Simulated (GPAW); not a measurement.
# Dielectric function and optical constants of MgO (Periclase)

Aim: the dielectric function of MgO (Periclase), and the optical constants that follow from it. The cell comes from an older database entry, whose edges can differ from later determinations, mostly by under a per cent.

Main program and level: GPAW 26.7.0; DFT, LDA, plane-wave PAW (GPAW data sets), scalar-relativistic, RPA, optical limit.

The database entry behind the starting cell differs from later determinations by our own check (about 0.1 % long), so it need not match the best structure at ambient conditions.

### Step 1. Set-up

It takes space group Fm-3m (No. 225, cubic). The conventional cell has a = 4.217 Å, b = 4.217 Å, c = 4.217 Å, α = 90.00°, β = 90.00°, γ = 90.00°. Nearest to Mg lie 6 O at 2.11 Å. Nearest to O lie 6 Mg at 2.11 Å. Farther neighbours and most contacts between anions are not listed.

Coordinates:

```cif
data_structure
_symmetry_space_group_name_H-M 'P 1'
_symmetry_Int_Tables_number 1
_cell_length_a 2.9819
_cell_length_b 2.9819
_cell_length_c 2.9819
_cell_angle_alpha 60.000
_cell_angle_beta 60.000
_cell_angle_gamma 60.000
_cell_volume 18.75
loop_
_atom_site_label
_atom_site_type_symbol
_atom_site_fract_x
_atom_site_fract_y
_atom_site_fract_z
_atom_site_occupancy
Mg1 Mg 0.00000 0.00000 0.00000 1
O2 O 0.50000 0.50000 0.50000 1
```

### Step 2. Dielectric function, RPA

Local fields let the induced charge screen the field inside the cell, which as a rule lowers ε, most along directions where the density is uneven.

File df.py:

```python
from gpaw.response.df import DielectricFunction

df = DielectricFunction('full.gpw', frequencies={'type': 'nonlinear', 'domega0': 0.03, 'omega2': 8},
                        ecut=50,
                        eta=0.15,
                        nbands=20,
                        txt='df.txt')
for direction in ['x']:
    df.get_dielectric_function(xc='RPA', direction=direction, filename=f'df_{direction}.csv')
```

Launch:

```sh
$ OMP_NUM_THREADS=1 python df.py
```

Numbers of over 12 decimals in the logs are rounded to 6 here.

What it wrote:

```text
Using integrator: PointIntegrator
NonLinearFrequencyDescriptor(from 0.000 to 111.860 eV, 550 points)
Nonperiodic BCs:  [False False False]
Using integrator: PointIntegrator
NonLinearFrequencyDescriptor(from 0.000 to 111.860 eV, 550 points)
Nonperiodic BCs:  [False False False]

Calculating chi0 body with:
    Ground state adapter containing:
    Number of spins: 1
    Number of kpoints: 2744
    Number of irreducible kpoints: 104
    Number of completely occupied states: 8
    Number of partially occupied states: 8

    Linear response parametrization:
    q_c: [0.0, 0.0, 0.0]
    Number of frequency points: 550
    Planewave cutoff: 50.0
    Number of bands: 20
    Number of planewaves: 15
    Broadening (eta): 0.15

Integrating chi0 body.

Symmetries of q_c:
    Direct symmetries (Uq -> q): 48
    Indirect symmetries (TUq -> q): 0
In total 48 allowed symmetries.

104 groups of equivalent kpoints. 96.209913% reduction.

Integral kind: spectral function

Calculating chi0 optical extensions with:
    Ground state adapter containing:
    Number of spins: 1
    Number of kpoints: 2744
    Number of irreducible kpoints: 104
    Number of completely occupied states: 8
    Number of partially occupied states: 8

    Linear response parametrization:
    Number of frequency points: 550
    Planewave cutoff: 50.0
    Number of bands: 20
    Number of planewaves: 15
    Broadening (eta): 0.15
Integrating chi0 head and wings.

Symmetries of q_c:
    Direct symmetries (Uq -> q): 48
    Indirect symmetries (TUq -> q): 0
In total 48 allowed symmetries.

104 groups of equivalent kpoints. 96.209913% reduction.

Integral kind: spectral function wings
```

Elapsed: 4 s, on 1 thread of Arm Neoverse V2, shared host; peak memory 0.2 GiB.

Numbers from this step:

| Item | Value |
| --- | --- |
| electronic dielectric constant ε∞, mean over x, y and z (by symmetry where fewer were run) | 3.112 |
| main peak of Im epsilon, first axis | 10.89 eV |

The Im ε, E ∥ x has structure finer than the step of the table below, so its rows give means over 0.5 eV, whole bins alone (the curve runs from 0 to 14.0 eV). Peaks (eV: height): 5.87: 1.36, 8.77: 3.62, 10.03: 3.30, 10.88: 4.90.

Values under the direct gap are tails of Lorentzian lines. The Im ε, E ∥ x by photon energy; means over each step:

photon energy (eV), Im ε, E ∥ x and a bar:
```
      0.5       0.00 
      1.0       0.01 
      1.5       0.01 
      2.0       0.02 
      2.5       0.02 
      3.0       0.03 
      3.5       0.04 
      4.0       0.07 
      4.5       0.18 #
      5.0       0.60 ####
      5.5       0.82 #####
      6.0       1.01 #######
      6.5       1.29 #########
      7.0       1.33 #########
      7.5       1.73 ############
      8.0       2.22 ###############
      8.5       3.13 #####################
      9.0       3.22 ######################
      9.5       2.85 ###################
     10.0       3.04 ####################
     10.5       3.38 #######################
     11.0       4.47 ##############################
     11.5       3.04 ####################
     12.0       2.72 ##################
     12.5       2.24 ###############
     13.0       2.00 #############
     13.5       1.83 ############
```

Table of Re ε, E ∥ x by photon energy:

photon energy (eV), Re ε, E ∥ x and a bar from the least value:
```
      0.0       3.11 ###################
      0.5       3.12 ###################
      1.0       3.13 ####################
      1.5       3.16 ####################
      2.0       3.21 ####################
      2.5       3.27 ####################
      3.0       3.35 #####################
      3.5       3.46 ######################
      4.0       3.63 #######################
      4.5       3.92 #########################
      5.0       4.12 ###########################
      5.5       4.11 ###########################
      6.0       3.60 #######################
      6.5       4.24 ############################
      7.0       3.78 ########################
      7.5       4.30 ############################
      8.0       4.53 ##############################
      8.5       3.85 #########################
      9.0       2.88 ##################
      9.5       2.69 ################
     10.0       2.84 #################
     10.5       3.46 ######################
     11.0       1.21 #####
     11.5       0.53 
     12.0       0.82 ##
     12.5       0.70 #
     13.0       0.71 #
     13.5       1.25 #####
```

The refractive index n and extinction k by photon energy:

```
photon energy (eV)     n        k
               0.0  1.76        0
               0.5  1.77   9.3e-4
               1.0  1.77  0.00191
               1.5  1.78  0.00298
               2.0  1.79  0.00423
               2.5  1.81  0.00577
               3.0  1.83  0.00783
               3.5  1.86   0.0110
               4.0  1.90   0.0170
               4.5  1.98   0.0422
               5.0  2.04    0.171
               5.5  2.04    0.207
               6.0  1.92    0.260
               6.5  2.08    0.315
               7.0  1.96    0.287
               7.5  2.11    0.407
               8.0  2.18    0.468
               8.5  2.08    0.691
               9.0  1.87    0.794
               9.5  1.81    0.779
              10.0  1.89    0.864
              10.5  2.02    0.780
              11.0  1.74     1.34
              11.5  1.33     1.11
              12.0  1.36     1.01
              12.5  1.21    0.877
              13.0  1.21    0.865
              13.5  1.31    0.679
```

The Im ε, E ∥ x has structure finer than the step of the table below, so its rows give means over 0.5 eV, whole bins alone (the curve runs from 0 to 14.0 eV). Peaks (eV: height): without local fields 8.77: 3.63, 10.88: 5.87; with local fields 5.87: 1.36, 8.77: 3.62, 10.03: 3.30, 10.88: 4.90.

Values under the direct gap are tails of Lorentzian lines. The Im ε, E ∥ x by photon energy; means over each step:

```
photon energy (eV)  without local fields  with local fields
               0.5               0.00341            0.00330
               1.0               0.00700            0.00678
               1.5                0.0110             0.0106
               2.0                0.0156             0.0152
               2.5                0.0214             0.0209
               3.0                0.0293             0.0288
               3.5                0.0416             0.0412
               4.0                0.0665             0.0668
               4.5                 0.178              0.183
               5.0                 0.576              0.599
               5.5                 0.787              0.821
               6.0                 0.964               1.01
               6.5                  1.23               1.29
               7.0                  1.27               1.33
               7.5                  1.67               1.73
               8.0                  2.16               2.22
               8.5                  3.12               3.13
               9.0                  3.26               3.22
               9.5                  2.94               2.85
              10.0                  3.29               3.04
              10.5                  4.04               3.38
              11.0                  5.32               4.47
              11.5                  3.63               3.04
              12.0                  3.36               2.72
              12.5                  2.79               2.24
              13.0                  2.46               2.00
              13.5                  2.43               1.83
```

The reflectivity at normal incidence, E ∥ x has structure finer than the step of the table below, so its rows give means over 0.5 eV, whole bins alone (the curve runs from 0 to 14.0 eV). Peaks (eV: height): 5.82: 12.8, 8.77: 18.7, 10.03: 17.0, 11.03: 25.3.

The reflectivity at normal incidence, E ∥ x by photon energy; means over each step:

```
photon energy (eV)  reflectivity at normal incidence, E ∥ x (%)
               0.5                                         7.67
               1.0                                         7.74
               1.5                                         7.85
               2.0                                         8.03
               2.5                                         8.27
               3.0                                         8.60
               3.5                                         9.06
               4.0                                         9.73
               4.5                                         10.8
               5.0                                         11.7
               5.5                                         12.0
               6.0                                         11.6
               6.5                                         13.1
               7.0                                         12.4
               7.5                                         14.2
               8.0                                         15.8
               8.5                                         17.5
               9.0                                         16.8
               9.5                                         15.0
              10.0                                         16.0
              10.5                                         17.5
              11.0                                         24.3
              11.5                                         20.0
              12.0                                         17.3
              12.5                                         15.0
              13.0                                         12.9
              13.5                                         10.1
```

Optical constants at common wavelengths, from n + ik = √ε:

```
wavelength (nm)     n      k  R (%)     1/α
           1550  1.77  0.002    7.7   82 µm
           1064  1.77  0.002    7.8   38 µm
            800  1.78  0.003    7.9   21 µm
            532  1.80  0.005    8.2  8.1 µm
            450  1.82  0.007    8.4  5.3 µm
            308  1.91  0.017    9.7  1.4 µm
            193  2.09  0.291   13.2   53 nm
```

Below the direct gap, k and the depth come from the tails of the Lorentzian lines, not from transitions.

Rows near the edge hang on the gap, which this functional as a rule makes too small, and phonon-assisted absorption is left out.

### Step 3. Summary of results

```
electronic dielectric constant ε∞, mean over x, y and z (by symmetry where fewer were run) (RPA) : 3.11
main peak of Im epsilon, first axis                                                              : 10.9 eV
```

**Reading.** At this level (LDA, RPA) MgO has ε∞ = 3.11 and n = 1.77 at 1550 nm, and Im ε peaks at 10.9 eV. Local fields change the static value along x from 3.25 to 3.11 (-4 %). Distinct maxima of Im ε, read by a parabola through the highest points, lie at 8.79 eV (3.6), 9.23 eV (3.2), 10.02 eV (3.3) and 10.89 eV (4.9). Excitons and phonon-assisted transitions are missing; LDA gaps are as a rule too small, which pulls the onset down and ε∞ up. The sum runs over mesh points, so small or evenly spaced maxima can still be ripples of the mesh. In this version of GPAW the matrix elements of the optical limit are incomplete, which can lower ε − 1 by up to a tenth where first-row anions or d states rule, and shift it by more in d metals.

[Machine, clock and banner lines and Python warnings are left out of the logs.]

[Logs are printed without paths, hosts, clocks, repeated set-up lines and the standing remarks that a program may print on its own settings, such as how far it seeks lower states.]

[Hosts, paths, dates, database ids (printed as entryN), source tags and the programs' standing remarks are cut or masked in the printed files.]
